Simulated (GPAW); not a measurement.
# O K-edge XANES of TiO2 (Rutile, P4_2/mnm), part 4 of 4

How does the O K edge of TiO2 (Rutile, P4_2/mnm) move when the bonds are compressed or stretched?

GPAW 26.7.0; X-ray absorption from dipole matrix elements to empty bands, plane-wave PAW LDA.

So far. Step 8 (Spectrum with FCH, O atom 3): Against the first run the r.m.s. difference is 11 %. The highest intensity below 16 eV goes from 3.8 eV (2.41) to 4.0 eV (2.43). Step 10 (Spectrum with FCH, O atom 3): The scaled spectrum changes by 10 % r.m.s. The highest intensity below 16 eV goes from 3.8 eV (2.41) to 3.7 eV (2.40).

## 12. Spectrum with FCH, O atom 3

Shorter bonds are expected to push antibonding states and scattering resonances up, and longer ones down; the cell is scaled to test that.

Changed against the first core-hole run: volume scale from 1 to 1.06.

Contents of xas.py:

```python
import numpy as np
from ase import Atoms
from ase.parallel import parprint, paropen
from gpaw import GPAW, PW, FermiDirac, Mixer, MixerDif, setup_paths
from gpaw.test import gen
setup_paths.insert(0, '.')
gen('O', name='fch1s', xcname='LDA', corehole=(1, 0, 1), write_xml=True)
from gpaw.mpi import world
world.barrier()

atoms = Atoms('Ti4O8',
    cell=[[4.682266, 0, 3.01540296],
     [0, 4.682266, 3.01540296],
     [-4.682266, 0, 3.01540296]],
    scaled_positions=[[0.25, 0.5, 0.75],
     [0.75, 0.5, 0.25],
     [0, 0, 0],
     [0.5, 0, 0.5],
     [0.55496, 0.19504, 0.75],
     [0.05496, 0.19504, 0.25],
     [0, 0.69504, 0.30496],
     [0.5, 0.69504, 0.80496],
     [0.94504, 0.80496, 0.75],
     [0.44504, 0.80496, 0.25],
     [0, 0.30496, 0.69504],
     [0.5, 0.30496, 0.19504]],
    pbc=True)
atoms.calc = calc = GPAW(legacy_gpaw=True, mode=PW(500, force_complex_dtype=True), xc='LDA', setups={4: 'fch1s'},
    kpts={'size': (4, 4, 4), 'gamma': True}, occupations=FermiDirac(0.02),
    charge=0, mixer=Mixer(0.1, 5, 50), maxiter=150,
    convergence={'density': 0.0001, 'eigenstates': 1e-6}, txt='scf.txt')
energy = atoms.get_potential_energy() + calc.get_reference_energy()
ef = calc.get_fermi_level()
out = dict(energy=energy, fermi=ef, forces=atoms.get_forces().tolist())
parprint(f'all-electron energy {energy:.4f} eV, Fermi level {ef:.4f} eV')
ev = np.array([[calc.get_eigenvalues(k, s) for k in range(len(calc.get_ibz_k_points()))] for s in range(calc.get_number_of_spins())])
out['homo'], out['lumo'], out['counts'] = ev[ev < ef].max(), ev[ev > ef].min(), sorted(set((ev < ef).sum((0, 2)).tolist()))
out['filled'] = (ev[:, 0] < ef).sum(1).tolist()

from ase.units import Ha
from gpaw.xas import dipole_matrix_elements
nb = int(calc.get_number_of_electrons() / 2) + 102
top, nb = nb, nb + 8 + nb // 12
nscf = calc.fixed_density(kpts={'size': (6, 6, 6), 'gamma': True}, nbands=nb,
    convergence={'bands': top, 'eigenstates': 5e-3}, maxiter=60, txt='nscf.txt')
cell = atoms.cell.array
ops = [cell.T @ U.T @ np.linalg.inv(cell.T) for U in nscf.wfs.kd.symmetry.op_scc]
filled = [48]  # bands filled in the ground state, by spin
E = np.arange(-6, 34, 0.1)
fwhm = np.interp(E, [4, 25], [0.9, 3.5])
Y, X, zero, highest = 0, 0, 1e9, 1e9
for spin in range(nscf.get_number_of_spins()):
    wfs = nscf.wfs
    mine = wfs.bd.get_slice()  # this rank's bands
    A = dipole_matrix_elements(wfs.setups[4])
    eps = np.zeros((wfs.kd.nibzkpts, nb))
    d = np.zeros((3, A.shape[1], wfs.kd.nibzkpts, nb), complex)
    for kpt in wfs.kpt_u:
        if kpt.s == spin and 4 in kpt.P_ani:
            eps[kpt.k, mine] = kpt.eps_n * Ha
            d[:, :, kpt.k, mine] = (kpt.weight * wfs.nspins / 2) ** 0.5 * np.inner(A, kpt.P_ani[4])
    world.sum(eps)
    world.sum(d)
    T = np.einsum('amkn,bmkn->abkn', d, d.conj()).real
    T = sum(np.einsum('ai,ijkn,bj->abkn', R, T, R) for R in ops) / len(ops)
    empty = np.ones_like(eps, bool) & (np.arange(nb) >= filled[spin])
    zero, highest = min(zero, eps[empty].min()), min(highest, eps[:, top - 1].min())
    lines = [(eps, T, empty)] if spin == 0 else lines + [(eps, T, empty)]
for eps, T, empty in lines:
    f = np.einsum('aakn->akn', T).reshape(3, -1)
    x = eps.ravel() - zero
    w = np.interp(x, E, fwhm) / 2.35482
    g = np.exp(-0.5 * ((E[:, None] - x) / w) ** 2) / (w * (2 * np.pi) ** 0.5)
    Y = Y + (f * empty.ravel()) @ g.T
    X = X + (f * ~empty.ravel()) @ g.T
out.update(E=E.round(2).tolist(), xas=Y.tolist(), xes=X.tolist(), zero=zero, valid=highest - zero, nk=len(eps), nb=nb)
for i in range(0, len(E), 10):
    parprint(f'{E[i]:7.2f}', *(f'{v:10.3e}' for v in Y[:, i]))
import json
with paropen('out.json', 'w') as f:
    json.dump(out, f)
```

Command:

```sh
$ OMP_NUM_THREADS=1 mpirun -n 4 gpaw python xas.py
```

Numbers of over 12 decimals in the logs are rounded to 6 here.

What it wrote:

```text
Input parameters:
  convergence: {density: 0.0001,
                eigenstates: 1e-06}
  kpts: {gamma: True,
         size: (4, 4, 4)}
  maxiter: 150
  mixer: {backend: pulay,
          beta: 0.1,
          method: separate,
          nmaxold: 5,
          weight: 50}
  mode: {ecut: 500.0,
         force_complex_dtype: True,
         name: pw}
  occupations: {fixmagmom: False,
                name: fermi-dirac,
[...]
*p    :    -0.067100
*d    :     0.000000
--------------------------------

Diagonalizing with gridspacing h=0.050

state   all-electron     PAW
-------------------------------
2s:      -1.594915    -1.596334
2p:      -1.067100    -1.073375
*d:                   -0.060686
*f:                   -0.013559
-------------------------------
all-electron energy -108502.5160 eV, Fermi level 5.3991 eV
[...]
32.00  4.852e-05  4.852e-05  7.556e-05
  33.00  6.074e-05  6.074e-05  8.575e-05
[key lines of the parts left out:]
Converged after 17 iterations.
Dipole moment: (-0.209325, -0.187990, 0.052176) |e|*Ang
Free energy:   -134.121935
Fermi level: 5.39913
```

The job ended after 3.7 min (4 MPI ranks of Arm Neoverse V1, shared host; peak memory 0.58 GiB; 15 min of CPU time).

```
E (eV)  first run  this run
  -2.0       0.00      0.00
  -1.0       0.00      0.00
   0.0       0.40      0.44
   1.0       1.76      1.71
   2.0       0.52      0.43
   3.0       0.93      1.73
   4.0       2.34      1.98
   5.0       0.74      0.32
   6.0       0.08      0.04
   7.0       0.12      0.17
   8.0       0.42      0.54
   9.0       1.02      1.15
  10.0       1.30      1.34
  11.0       1.25      1.36
  12.0       1.57      1.73
  13.0       1.76      1.86
  14.0       1.54      1.61
  15.0       1.35      1.29
  16.0       1.12      0.84
  17.0       0.71      0.50
  18.0       0.45      0.39
  19.0       0.39      0.43
  20.0       0.46      0.55
  21.0       0.59      0.69
  22.0       0.72      0.81
  23.0       0.81      0.85
  24.0       0.83      0.79
  25.0       0.78      0.71
  26.0       0.69      0.63
  27.0       0.61      0.59
  28.0       0.56      0.60
  29.0       0.58      0.67
  30.0       0.64      0.74
  31.0       0.70      0.83
  32.0       0.77      0.96
```

Against the first run the r.m.s. difference is 19 %. A shift of -0.2 eV leaves 11 %. The highest intensity below 16 eV goes from 3.8 eV (2.41) to 3.5 eV (2.38).

The photon energy of the zero moves by -0.18 eV.

## 13. The volumes side by side

```
volume  nearest distance (Å)  shift of the zero (eV)  maximum 1 (eV above own zero)  maximum 2 (eV above own zero)  maximum 3 (eV above own zero)
  0.94                 1.907                   +0.19                            1.0                            4.2                           13.1
  0.97                 1.927                   +0.09                            1.0                            4.0                           13.0
     1                 1.947                   +0.00                            0.9                            3.8                           12.9
  1.03                 1.966                   -0.09                            0.9                            3.7                           12.8
  1.06                 1.985                   -0.18                            0.9                            3.5                           12.7
```

The curves, each shifted by its zero's change so that they share one photon-energy axis, counted from the zero at V × 1:

```
E (eV)  V × 0.94  V × 0.97  V × 1  V × 1.03  V × 1.06
  -2.0      0.00      0.00   0.00      0.00      0.00
  -1.0      0.00      0.00   0.00      0.00      0.01
   0.0      0.18      0.27   0.40      0.56      0.76
   1.0      1.64      1.74   1.76      1.68      1.52
   2.0      0.95      0.72   0.52      0.39      0.37
   3.0      0.21      0.43   0.93      1.58      2.10
   4.0      2.04      2.41   2.34      2.07      1.65
   5.0      1.74      1.23   0.74      0.40      0.20
   6.0      0.34      0.16   0.08      0.05      0.05
   7.0      0.07      0.09   0.12      0.16      0.22
   8.0      0.24      0.33   0.42      0.53      0.64
   9.0      0.74      0.88   1.02      1.13      1.23
  10.0      1.25      1.28   1.30      1.31      1.33
  11.0      1.17      1.20   1.25      1.33      1.41
  12.0      1.32      1.45   1.57      1.68      1.79
  13.0      1.65      1.71   1.76      1.79      1.82
  14.0      1.55      1.53   1.54      1.56      1.56
  15.0      1.27      1.32   1.35      1.33      1.22
  16.0      1.20      1.21   1.12      0.94      0.76
  17.0      1.05      0.90   0.71      0.56      0.46
  18.0      0.71      0.55   0.45      0.40      0.38
  19.0      0.46      0.40   0.39      0.41      0.45
  20.0      0.40      0.42   0.46      0.52      0.57
  21.0      0.47      0.52   0.59      0.65      0.71
  22.0      0.58      0.65   0.72      0.77      0.82
  23.0      0.70      0.77   0.81      0.84      0.84
  24.0      0.80      0.83   0.83      0.81      0.78
  25.0      0.83      0.81   0.78      0.74      0.70
  26.0      0.78      0.74   0.69      0.65      0.62
  27.0      0.70      0.65   0.61      0.59      0.58
  28.0      0.61      0.58   0.56      0.58      0.61
  29.0      0.55      0.55   0.58      0.63      0.68
  30.0      0.54      0.58   0.64      0.69      0.76
  31.0      0.59      0.64   0.70      0.76      0.85
  32.0      0.63      0.69   0.77      0.87      0.99
```

## 14. Outcome

```json
{"absorber and edge": "O K, atom 3 of the ground-state input (counted from 1)", "surroundings": "2 Ti at 1.95 Å and 1 Ti at 1.98 Å (distorted trigonal planar, site symmetry m2m)", "highest intensity below 16 eV": "3.8 eV above the zero, height 2.41", "photon energy of the zero, with the added terms": "524.9 eV (raw 533.7 eV; LDA puts this hole about 4 eV below PBE, itself good to a few eV)"}
```

**Reading.** From V × 0.94 to V × 1.06 the nearest distance grows by 0.078 Å and the zero moves by -0.37 eV. Above their own zero, the maxima move from 1.0 to 0.9 eV, from 4.2 to 3.5 eV and from 13.1 to 12.7 eV. The O K edge of atom 3, with 2 Ti at 1.95 Å and 1 Ti at 1.98 Å (distorted trigonal planar, site symmetry m2m), has its highest intensity of the first 16 eV at 3.8 eV above the zero, near 529 eV in photon energy (LDA puts this hole about 4 eV below PBE, itself good to a few eV), 2.4 times the mean level of the first 20 eV (Gaussian full width 0.9 eV up to 4 eV, rising linearly to 3.5 eV at 25 eV). At the O K edge of atom 3 polarisation matters most near 3.5 eV, where the curves differ by 1.2 on this scale. The holes are only 5.5 Å apart, so the shape is probably not converged with cell size; no larger cell was run here. The mesh is coarse (0.24 Å⁻¹ between points), so small maxima may be mesh ripples. The structure is a published determination, not relaxed.

[Banner, clock and machine lines of the logs are left out without a mark of their own.]

[Logs are printed without paths, hosts, clocks, repeated set-up lines and the standing remarks that a program may print on its own settings, such as how far it seeks lower states.]

[Hosts, paths, dates, database ids (printed as entryN), source tags and the programs' standing remarks are cut or masked in the printed files.]

[Lists of maxima count a maximum above −3 eV only where it reaches 4 % of the highest in the window and stands out from its surroundings by 2 % of it (1.5 % where it reaches 55 %); shoulders and weaker maxima are passed over, and of the rest the first, up to two pre-edge ones and the few strongest are named.]
